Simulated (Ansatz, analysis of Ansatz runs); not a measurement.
## Migration in MgH2 (P4_2/mnm): Mg_i by the interstitialcy path, charge 0

How high is the barrier when Mg changes place in MgH2 (P4_2/mnm)? The case: Mg_i by the interstitialcy path, charge 0, in a cell of 72 host atoms with 1 Mg put in.

Method: plane-wave PAW DFT, r2SCAN; nudged elastic band between two relaxed defect structures, in Ansatz 0.2.0.

### Step 1. Starting point

The cell holds 73 atoms: 25 Mg and 48 H. Cell: a = 8.970 Å, b = 8.970 Å, c = 8.990 Å, α = 90.0°, β = 90.0°, γ = 90.0°. It derives from MgH2 (space group P4_2/mnm). Nearest the centre at fractional (0.345, 0.269, 0.830): Mg73 at 0.87 Å, Mg13 at 0.87 Å, H16 at 1.62 Å, H15 at 1.63 Å, H3 at 1.68 Å, H17 at 2.50 Å, H18 at 2.52 Å, H5 at 2.54 Å.

The cell's shortest repeat is 9.0 Å.

### Step 2. Relaxation of the start point, charge 0

The ends come first: from an unrelaxed start the top is counted from too high an energy, and the barrier comes out too low. Small random displacements break the symmetry of the ideal sites, so that the defect can distort if it gains by it.

q0.start/input.yaml

```yaml
crystal:
  lattice:
    - [8.97000988, 0.0, 0.0]
    - [0.0, 8.97000988, 0.0]
    - [0.0, 0.0, 8.98962369]
  atoms:
    - { symbol: Mg, position: [0.25, 0.25, 0.16666667] }
    - { symbol: Mg, position: [0.0, 0.0, 0.0] }
    - { symbol: H, position: [0.34769609, 0.34769609, 0.0] }
    - { symbol: H, position: [0.40230391, 0.09769609, 0.16666667] }
    - { symbol: H, position: [0.15230391, 0.15230391, 0.0] }
    - { symbol: H, position: [0.09769609, 0.40230391, 0.16666667] }
    - { symbol: Mg, position: [0.25, 0.25, 0.5] }
    - { symbol: Mg, position: [0.0, 0.0, 0.33333333] }
    - { symbol: H, position: [0.34769609, 0.34769609, 0.33333333] }
    - { symbol: H, position: [0.40230391, 0.09769609, 0.5] }
    - { symbol: H, position: [0.15230391, 0.15230391, 0.33333333] }
    - { symbol: H, position: [0.09769609, 0.40230391, 0.5] }
    - { symbol: Mg, position: [0.25, 0.25, 0.83333333] }
    - { symbol: Mg, position: [0.0, 0.0, 0.66666667] }
    - { symbol: H, position: [0.34769609, 0.34769609, 0.66666667] }
    - { symbol: H, position: [0.40230391, 0.09769609, 0.83333333] }
    - { symbol: H, position: [0.15230391, 0.15230391, 0.66666667] }
    - { symbol: H, position: [0.09769609, 0.40230391, 0.83333333] }
    - { symbol: Mg, position: [0.25, 0.75, 0.16666667] }
    - { symbol: Mg, position: [0.0, 0.5, 0.0] }
    - { symbol: H, position: [0.34769609, 0.84769609, 0.0] }
    - { symbol: H, position: [0.40230391, 0.59769609, 0.16666667] }
    - { symbol: H, position: [0.15230391, 0.65230391, 0.0] }
    - { symbol: H, position: [0.09769609, 0.90230391, 0.16666667] }
    - { symbol: Mg, position: [0.25, 0.75, 0.5] }
    - { symbol: Mg, position: [0.0, 0.5, 0.33333333] }
    - { symbol: H, position: [0.34769609, 0.84769609, 0.33333333] }
    - { symbol: H, position: [0.40230391, 0.59769609, 0.5] }
    - { symbol: H, position: [0.15230391, 0.65230391, 0.33333333] }
    - { symbol: H, position: [0.09769609, 0.90230391, 0.5] }
    - { symbol: Mg, position: [0.25, 0.75, 0.83333333] }
    - { symbol: Mg, position: [0.0, 0.5, 0.66666667] }
    - { symbol: H, position: [0.34769609, 0.84769609, 0.66666667] }
    - { symbol: H, position: [0.40230391, 0.59769609, 0.83333333] }
    - { symbol: H, position: [0.15230391, 0.65230391, 0.66666667] }
    - { symbol: H, position: [0.09769609, 0.90230391, 0.83333333] }
    - { symbol: Mg, position: [0.75, 0.25, 0.16666667] }
    - { symbol: Mg, position: [0.5, 0.0, 0.0] }
    - { symbol: H, position: [0.84769609, 0.34769609, 0.0] }
    - { symbol: H, position: [0.90230391, 0.09769609, 0.16666667] }
    - { symbol: H, position: [0.65230391, 0.15230391, 0.0] }
    - { symbol: H, position: [0.59769609, 0.40230391, 0.16666667] }
    - { symbol: Mg, position: [0.75, 0.25, 0.5] }
    - { symbol: Mg, position: [0.5, 0.0, 0.33333333] }
    - { symbol: H, position: [0.84769609, 0.34769609, 0.33333333] }
    - { symbol: H, position: [0.90230391, 0.09769609, 0.5] }
    - { symbol: H, position: [0.65230391, 0.15230391, 0.33333333] }
    - { symbol: H, position: [0.59769609, 0.40230391, 0.5] }
    - { symbol: Mg, position: [0.75, 0.25, 0.83333333] }
    - { symbol: Mg, position: [0.5, 0.0, 0.66666667] }
    - { symbol: H, position: [0.84769609, 0.34769609, 0.66666667] }
    - { symbol: H, position: [0.90230391, 0.09769609, 0.83333333] }
    - { symbol: H, position: [0.65230391, 0.15230391, 0.66666667] }
    - { symbol: H, position: [0.59769609, 0.40230391, 0.83333333] }
    - { symbol: Mg, position: [0.75, 0.75, 0.16666667] }
    - { symbol: Mg, position: [0.5, 0.5, 0.0] }
    - { symbol: H, position: [0.84769609, 0.84769609, 0.0] }
    - { symbol: H, position: [0.90230391, 0.59769609, 0.16666667] }
    - { symbol: H, position: [0.65230391, 0.65230391, 0.0] }
    - { symbol: H, position: [0.59769609, 0.90230391, 0.16666667] }
    - { symbol: Mg, position: [0.75, 0.75, 0.5] }
    - { symbol: Mg, position: [0.5, 0.5, 0.33333333] }
    - { symbol: H, position: [0.84769609, 0.84769609, 0.33333333] }
    - { symbol: H, position: [0.90230391, 0.59769609, 0.5] }
    - { symbol: H, position: [0.65230391, 0.65230391, 0.33333333] }
    - { symbol: H, position: [0.59769609, 0.90230391, 0.5] }
    - { symbol: Mg, position: [0.75, 0.75, 0.83333333] }
    - { symbol: Mg, position: [0.5, 0.5, 0.66666667] }
    - { symbol: H, position: [0.84769609, 0.84769609, 0.66666667] }
    - { symbol: H, position: [0.90230391, 0.59769609, 0.83333333] }
    - { symbol: H, position: [0.65230391, 0.65230391, 0.66666667] }
    - { symbol: H, position: [0.59769609, 0.90230391, 0.83333333] }
    - { symbol: Mg, position: [0.440462, 0.288248, 0.826402] }
basis:
  ecutwfc: 500
  xc_grid: 2
hamiltonian:
  xc: r2scan
kpoints:
  mp_grid: { grid: [1, 1, 1] }
scf:
  occupations: { method: fixed }
  max_iter: 60
output:
  forces: true
relax:
  f_tol: 0.02
  max_steps: 70
  random_displacement: { amplitude: 0.03, seed: 9556 }
```

Run with:

```
ansatz run input.yaml --threads 4 --pin off --max-ram 7536MiB --backend cpu --events-out ev --progress --plain --runs-dir out
```

Numbers of over 12 decimals in the logs are rounded to 6 here.

What it wrote:

```text
[... repeated set-up lines and file paths are left out, and long positions are rounded to six places ...]
The last accepted step is kept in <dir> (removed where the run ends without a failure and the disk answers)
Engine: ansatz 0.2.0, aarch64-unknown-linux-gnu
Pseudopotentials: kind: paw
Pseudopotential: Mg, paw, valence charge 10, recommended cutoff 500 eV (meta_gga), Mg.paw.azcp
Pseudopotential: H, paw, valence charge 1, recommended cutoff 500 eV (meta_gga), H.paw.azcp
Functional definition: r2SCAN
  parameter k0 = 0.174
  parameter k1 = 0.065
  parameter a1 = 4.9479
  exchange = r2scan_x(k0 = k0, k1 = k1, a1 = a1)
  correlation = r2scan_c
Crystal: 73 atoms, lattice volume = 723.315 Å³
Basis set: ecut = 500 eV, 18333 PW (Γ), exchange–correlation on 144×144×144 points (8 copies of the dense FFT grid, shifted against one another)
Bands: 222, of which v1, the nominal top of the filled ones, is band 149 counted from 1 (148 counted from 0)
Symmetry: 1 space group operations
k-points: 1
Non-local potential: Mg, projectors of the file, l = 0: 3, l = 1: 2, l = 2: 1
Non-local potential: H, projectors of the file, l = 0: 2, l = 1: 1
PAW form: soft (Blöchl's): semilocal exchange-correlation on the pseudo side does not see the compensation charge
PAW frozen core: Mg, regenerated for the run's functional (the file was generated under x = pbe(κ = 0.804, μ = 0.219515), c = pbe(β = 0.066725))
PAW one-centre angular grid: Mg, 302 points (default); XC on 224 Gauss nodes
PAW one-centre angular grid: H, 302 points (default); XC on 160 Gauss nodes
Initial density: superposition of atomic densities (neutral atoms: chi_scale 0, normalization atom), corrected by the library's trained network
Initial wavefunctions: pseudopotential atomic-orbital guess
Functional: x = r2scan, c = r2scan; τ floored in thin density (d = 2e-4 eV/Å³)
SCF iter   1: F=—  HF=-48932.636489 eV  |F-HF|=—  |Δ(HF+E_count)|=         —  Δρ=8.84e-3  dr2=9.45e-1  dr2_τ=1.30e-1  ethr=1.77e-3  ⟨swp⟩=5.0  Hψ=633  notcnv=0  defer=70
preconditioner: auto → Resta (q_TF=auto, 2.353 Å⁻¹)  ε∞=2.4  [insulator: Δε(μ)=0.281 eV  Ē_g=11.426 eV  n_scr=170 (ndim 8)  ℏωp=13.7 eV  f_vac=0.000  ε∞_Penn≈2.4]
SCF iter   2: F=—  HF=-48932.993341 eV  |F-HF|=—  |Δ(HF+E_count)|=   3.57e-1  Δρ=4.71e-3  dr2=1.86e-1  dr2_τ=2.06e-3  ethr=3.17e-4  ⟨swp⟩=3.0  Hψ=358  notcnv=0  defer=71
SCF iter   3: F=—  HF=-48933.025244 eV  |F-HF|=—  |Δ(HF+E_count)|=   3.19e-2  Δρ=1.61e-3  dr2=2.75e-2  dr2_τ=3.23e-4  ethr=6.26e-5  ⟨swp⟩=3.0  Hψ=207  notcnv=0  defer=71
SCF iter   4: F=—  HF=-48933.032825 eV  |F-HF|=—  |Δ(HF+E_count)|=   7.58e-3  Δρ=5.59e-4  dr2=6.63e-3  dr2_τ=4.80e-5  ethr=9.22e-6  ⟨swp⟩=3.0  Hψ=207  notcnv=0  defer=40
automatic band count: iteration 4 solves 191 bands in place of 222: the levels show a gap, and the empty bands left out lie too high to hold charge; the band table lists the bands solved (type scf.n_extra_bands for more)
SCF iter   5: F=—  HF=-48933.033091 eV  |F-HF|=—  |Δ(HF+E_count)|=   2.66e-4  Δρ=2.48e-4  dr2=1.22e-3  dr2_τ=1.01e-5  ethr=2.22e-6  ⟨swp⟩=2.0  Hψ=314  notcnv=0  defer=40
SCF iter   6: F=—  HF=-48933.033148 eV  |F-HF|=—  |Δ(HF+E_count)|=   5.68e-5  Δρ=1.11e-4  dr2=2.28e-4  dr2_τ=1.76e-6  ethr=4.08e-7  ⟨swp⟩=2.0  Hψ=205  notcnv=0  defer=40
SCF iter   7: F=—  HF=-48933.033171 eV  |F-HF|=—  |Δ(HF+E_count)|=   2.32e-5  Δρ=3.49e-5  dr2=1.60e-5  dr2_τ=8.23e-8  ethr=7.66e-8  ⟨swp⟩=2.0  Hψ=203  notcnv=0  defer=40
SCF iter   8: F=-48933.033178 eV  HF=-48933.033178 eV  |F-HF|=1.22e-7  |Δ(HF+E_count)|=   7.39e-6  Δρ=1.02e-5  dr2=1.53e-6  dr2_τ=5.37e-9  ethr=3.36e-9  ⟨swp⟩=5.0  Hψ=615  notcnv=0
SCF 1 converged in 8 iterations: F = -48933.033178 eV  dr2 = 1.53e-6
  greatest PAW one-centre occupation: 1.000 electrons in one spin orbital (limit 2), on the Mg atom at site 72 (counted from 0), in its partial waves of l = 1
relax step   1: F+E_penalty+E_count = -48933.03317800 eV  Δ(F+E_penalty+E_count) = +0.000e0 eV  max|allowed force component| = 1.103e1 eV/Å  Δτ_max = 0.0000 Å  (8 SCF iters, dr2 threshold 1.00e-5 eV, accepted)
[... the SCF cycles and remarks between the steps are left out from here to the last step ...]
relax step   2: F+E_penalty+E_count = -48935.91002588 eV  Δ(F+E_penalty+E_count) = -2.877e0 eV  max|allowed force component| = 6.670e0 eV/Å  Δτ_max = 0.1963 Å  (6 SCF iters, dr2 threshold 1.00e-4 eV, accepted)
relax step   3: F+E_penalty+E_count = -48937.71291242 eV  Δ(F+E_penalty+E_count) = -1.803e0 eV  max|allowed force component| = 2.396e0 eV/Å  Δτ_max = 0.1946 Å  (6 SCF iters, dr2 threshold 1.00e-4 eV, accepted)
relax step   4: F+E_penalty+E_count = -48938.60903644 eV  Δ(F+E_penalty+E_count) = -8.961e-1 eV  max|allowed force component| = 5.345e-1 eV/Å  Δτ_max = 0.1946 Å  (6 SCF iters, dr2 threshold 1.00e-4 eV, accepted)
relax step   5: F+E_penalty+E_count = -48938.98769013 eV  Δ(F+E_penalty+E_count) = -3.787e-1 eV  max|allowed force component| = 4.708e-1 eV/Å  Δτ_max = 0.1962 Å  (5 SCF iters, dr2 threshold 1.79e-5 eV, accepted)
relax step   6: F+E_penalty+E_count = -48939.24341878 eV  Δ(F+E_penalty+E_count) = -2.557e-1 eV  max|allowed force component| = 2.914e-1 eV/Å  Δτ_max = 0.1956 Å  (5 SCF iters, dr2 threshold 1.39e-5 eV, accepted)
relax step   7: F+E_penalty+E_count = -48939.43828921 eV  Δ(F+E_penalty+E_count) = -1.949e-1 eV  max|allowed force component| = 2.587e-1 eV/Å  Δτ_max = 0.1932 Å  (5 SCF iters, dr2 threshold 3.25e-5 eV, accepted)
relax step   8: F+E_penalty+E_count = -48939.55608490 eV  Δ(F+E_penalty+E_count) = -1.178e-1 eV  max|allowed force component| = 2.107e-1 eV/Å  Δτ_max = 0.1952 Å  (6 SCF iters, dr2 threshold 2.56e-5 eV, accepted)
relax step   9: F+E_penalty+E_count = -48939.59846152 eV  Δ(F+E_penalty+E_count) = -4.238e-2 eV  max|allowed force component| = 1.482e-1 eV/Å  Δτ_max = 0.0810 Å  (5 SCF iters, dr2 threshold 2.95e-5 eV, accepted)
relax step  10: F+E_penalty+E_count = -48939.62202127 eV  Δ(F+E_penalty+E_count) = -2.356e-2 eV  max|allowed force component| = 1.047e-1 eV/Å  Δτ_max = 0.0847 Å  (5 SCF iters, dr2 threshold 1.09e-5 eV, accepted)
relax step  11: F+E_penalty+E_count = -48939.63541534 eV  Δ(F+E_penalty+E_count) = -1.339e-2 eV  max|allowed force component| = 2.055e-1 eV/Å  Δτ_max = 0.2000 Å  (6 SCF iters, dr2 threshold 5.42e-6 eV, accepted)
relax step  12: F+E_penalty+E_count = -48939.65700478 eV  Δ(F+E_penalty+E_count) = -2.159e-2 eV  max|allowed force component| = 1.322e-1 eV/Å  Δτ_max = 0.0430 Å  (4 SCF iters, dr2 threshold 2.11e-5 eV, accepted)
relax step  13: F+E_penalty+E_count = -48939.68704654 eV  Δ(F+E_penalty+E_count) = -3.004e-2 eV  max|allowed force component| = 2.254e-1 eV/Å  Δτ_max = 0.2000 Å  (6 SCF iters, dr2 threshold 7.24e-6 eV, accepted)
relax step  14: F+E_penalty+E_count = -48939.71759187 eV  Δ(F+E_penalty+E_count) = -3.055e-2 eV  max|allowed force component| = 2.355e-1 eV/Å  Δτ_max = 0.1956 Å  (6 SCF iters, dr2 threshold 2.10e-5 eV, accepted)
relax step  15: F+E_penalty+E_count = -48939.75794107 eV  Δ(F+E_penalty+E_count) = -4.035e-2 eV  max|allowed force component| = 2.373e-1 eV/Å  Δτ_max = 0.1221 Å  (5 SCF iters, dr2 threshold 5.55e-5 eV, accepted)
relax step  16: F+E_penalty+E_count = -48939.80536426 eV  Δ(F+E_penalty+E_count) = -4.742e-2 eV  max|allowed force component| = 1.349e-1 eV/Å  Δτ_max = 0.1946 Å  (6 SCF iters, dr2 threshold 5.63e-5 eV, accepted)
relax step  17: F+E_penalty+E_count = -48939.81527821 eV  Δ(F+E_penalty+E_count) = -9.914e-3 eV  max|allowed force component| = 1.065e-1 eV/Å  Δτ_max = 0.1028 Å  (6 SCF iters, dr2 threshold 5.88e-6 eV, accepted)
relax step  18: F+E_penalty+E_count = -48939.82590222 eV  Δ(F+E_penalty+E_count) = -1.062e-2 eV  max|allowed force component| = 1.643e-1 eV/Å  Δτ_max = 0.2000 Å  (5 SCF iters, dr2 threshold 3.67e-6 eV, accepted)
relax step  19: F+E_penalty+E_count = -48939.84887949 eV  Δ(F+E_penalty+E_count) = -2.298e-2 eV  max|allowed force component| = 1.524e-1 eV/Å  Δτ_max = 0.2000 Å  (5 SCF iters, dr2 threshold 1.68e-5 eV, accepted)
relax step  20: F+E_penalty+E_count = -48939.87655377 eV  Δ(F+E_penalty+E_count) = -2.767e-2 eV  max|allowed force component| = 1.319e-1 eV/Å  Δτ_max = 0.1957 Å  (5 SCF iters, dr2 threshold 2.00e-5 eV, accepted)
relax step  21: F+E_penalty+E_count = -48939.89143828 eV  Δ(F+E_penalty+E_count) = -1.488e-2 eV  max|allowed force component| = 2.591e-1 eV/Å  Δτ_max = 0.1955 Å  (5 SCF iters, dr2 threshold 1.30e-5 eV, accepted)
relax step  22: F+E_penalty+E_count = -48939.89262748 eV  Δ(F+E_penalty+E_count) = -1.189e-3 eV  max|allowed force component| = 1.965e-1 eV/Å  Δτ_max = 0.1678 Å  (6 SCF iters, dr2 threshold 5.02e-5 eV, accepted)
relax step  23: F+E_penalty+E_count = -48939.90749636 eV  Δ(F+E_penalty+E_count) = -1.487e-2 eV  max|allowed force component| = 1.082e-1 eV/Å  Δτ_max = 0.1118 Å  (5 SCF iters, dr2 threshold 2.22e-5 eV, accepted)
relax step  24: F+E_penalty+E_count = -48939.91701470 eV  Δ(F+E_penalty+E_count) = -9.518e-3 eV  max|allowed force component| = 6.217e-2 eV/Å  Δτ_max = 0.0527 Å  (5 SCF iters, dr2 threshold 3.55e-6 eV, accepted)
relax step  25: F+E_penalty+E_count = -48939.91877425 eV  Δ(F+E_penalty+E_count) = -1.760e-3 eV  max|allowed force component| = 1.134e-2 eV/Å  Δτ_max = 0.0140 Å  (4 SCF iters, dr2 threshold 1.17e-6 eV, accepted)
iter 1 solved again at ethr=3.02e-10 eV; its pass at ethr=3.10e-3 eV (dr2=8.99e-7 eV) is discarded
SCF iter   1: F=—  HF=-48939.918774 eV  |F-HF|=—  |Δ(HF+E_count)|=         —  Δρ=1.06e-5  dr2=8.99e-7  dr2_τ=1.95e-8  ethr=3.02e-10  ⟨swp⟩=1.0  Hψ=406  notcnv=0  defer=34
automatic band count: iteration 1 solves 191 bands in place of 222: the levels show a gap, and the empty bands left out lie too high to hold charge; the band table lists the bands solved (type scf.n_extra_bands for more)
SCF iter   2: F=—  HF=-48939.918774 eV  |F-HF|=—  |Δ(HF+E_count)|=   4.43e-7  Δρ=6.86e-6  dr2=3.95e-7  dr2_τ=5.95e-9  ethr=3.02e-10  ⟨swp⟩=2.0  Hψ=159  notcnv=0  defer=34
SCF iter   3: F=-48939.918774 eV  HF=-48939.918774 eV  |F-HF|=1.15e-9  |Δ(HF+E_count)|=   3.38e-7  Δρ=5.22e-7  dr2=2.26e-9  dr2_τ=1.18e-10  ethr=3.36e-11  ⟨swp⟩=2.0  Hψ=550  notcnv=0
SCF 26 converged in 3 iterations: F = -48939.918774 eV  dr2 = 2.26e-9
relax step  26: F+E_penalty+E_count = -48939.91877440 eV  Δ(F+E_penalty+E_count) = -1.524e-7 eV  max|allowed force component| = 1.150e-2 eV/Å  Δτ_max = 0.0000 Å  (3 SCF iters, accepted)
SCF converged after 3 iterations
the last check of whether an eigenvalue changes by more than its tolerance under the output density was not made (final_scf_spared)
Free energy (F): -48939.918774 eV
Harris-Foulkes:  -48939.918774 eV  (|F-HF|=1.15e-9)
Internal energy: -48939.918774 eV  (E = F + TS)
E sigma→0 (E₀):  -48939.918774 eV
Fermi energy:    4.610587 eV
--- Per-component energies (eV) ---
  E_band       = -9651.112766
  E_kinetic    = 2590.087155
  E_local      = -42812.544398  (includes V_loc(G=0)·N_el)
  E_nonlocal   = 2458.545165
  E_hartree    = 15377.092134
  E_xc         = -1140.010112
  E_vxc        = -1619.840967  (∫ρ·V_xc dr)
  E_paw        = -7428.864439  (= ΣΔE_a)
  E_vpaw       = -1109.850150  (= ΣTr[D̂ρ^β])
  E_aug_tail   = -0.022204  (compensation charges beyond the density's cutoff)
  E_vtau       = 88.329119  (kinetic-family band-sum trace: ∫τ·v_τ [+ j·A + Jᵃ·Aᵃ] dr)
  E_ewald      = -17983.546871
  E_core_change = -0.655204  (= ΣΔE_core)
  E_smearing   = -0.000000  (= −TS)
  E_closure    = -0.000000  (closes the sum)
  Σ components = -48939.918774   (vs F -48939.918774, Δ=0.00e0)
--- Forces (eV/Å), atoms counted from 1 ---
  atom   1  Mg     0.00215502     0.00500470    -0.00423101
  atom   2  Mg    -0.00029571     0.00318520    -0.00795529
  atom   3  H     -0.00111304    -0.00624788    -0.00020173
  [... 1 atom left out ...]
  atom   5  H     -0.00355086    -0.00418073    -0.00459207
  [... 7 atoms left out ...]
  atom  13  Mg    -0.00843706    -0.00847539     0.00128195
  [... 1 atom left out ...]
  atom  15  H      0.00507705     0.00332312     0.00183733
  atom  16  H      0.00442239    -0.00145168     0.00058003
  atom  17  H     -0.00401055    -0.00790588    -0.00493890
  atom  18  H      0.00479834     0.00344350     0.00272079
  [... 35 atoms left out ...]
  atom  54  H      0.00045650    -0.00222918    -0.00033758
  [... 13 atoms left out ...]
  atom  68  Mg    -0.00070833    -0.00450541     0.00281171
  [... 4 atoms left out ...]
  atom  73  Mg    -0.00911891     0.00223669    -0.00253583
  max |Σ_I F_I| component: 3.66e-3 eV/Å
--- Relaxed structure (26 steps of the walk, 26 accepted, 0 SCFs on fresh bases) ---
  F+E_penalty+E_count = -48939.91877440 eV   max|allowed force component| = 1.150e-2 eV/Å
  atoms:
    - { symbol: Mg, position: [0.242683, 0.243675, 0.143671] }
    - { symbol: Mg, position: [-0.012194, -0.022100, 0.015622] }
    - { symbol: H, position: [0.374529, 0.361719, 0.009705] }
    [... 1 atom left out ...]
    - { symbol: H, position: [0.038403, 0.173638, 0.059875] }
    [... 7 atoms left out ...]
    - { symbol: Mg, position: [0.049856, 0.239905, 0.855411] }
    [... 1 atom left out ...]
    - { symbol: H, position: [0.352626, 0.358976, 0.658505] }
    - { symbol: H, position: [0.228271, 0.173244, 0.928528] }
    - { symbol: H, position: [0.131991, 0.162888, 0.665096] }
    - { symbol: H, position: [0.106660, 0.431679, 0.835687] }
    [... 35 atoms left out ...]
    - { symbol: H, position: [0.591508, 0.398811, 0.825284] }
    [... 13 atoms left out ...]
    - { symbol: Mg, position: [0.504882, 0.512729, 0.657776] }
    [... 4 atoms left out ...]
    - { symbol: Mg, position: [0.384638, 0.246666, 0.832416] }
```

The job ended after 2.5 min (4 threads of Arm Neoverse V1, shared host; peak memory 1 GiB; 9.6 min of CPU time).

(Part 1 of 3 ends here.)

[Logs are printed without paths, hosts, clocks, repeated set-up lines and the standing remarks that a program may print on its own settings, such as how far it seeks lower states.]

[Hosts, paths, dates, database ids (printed as entryN), source tags and the programs' standing remarks are cut or masked in the printed files.]
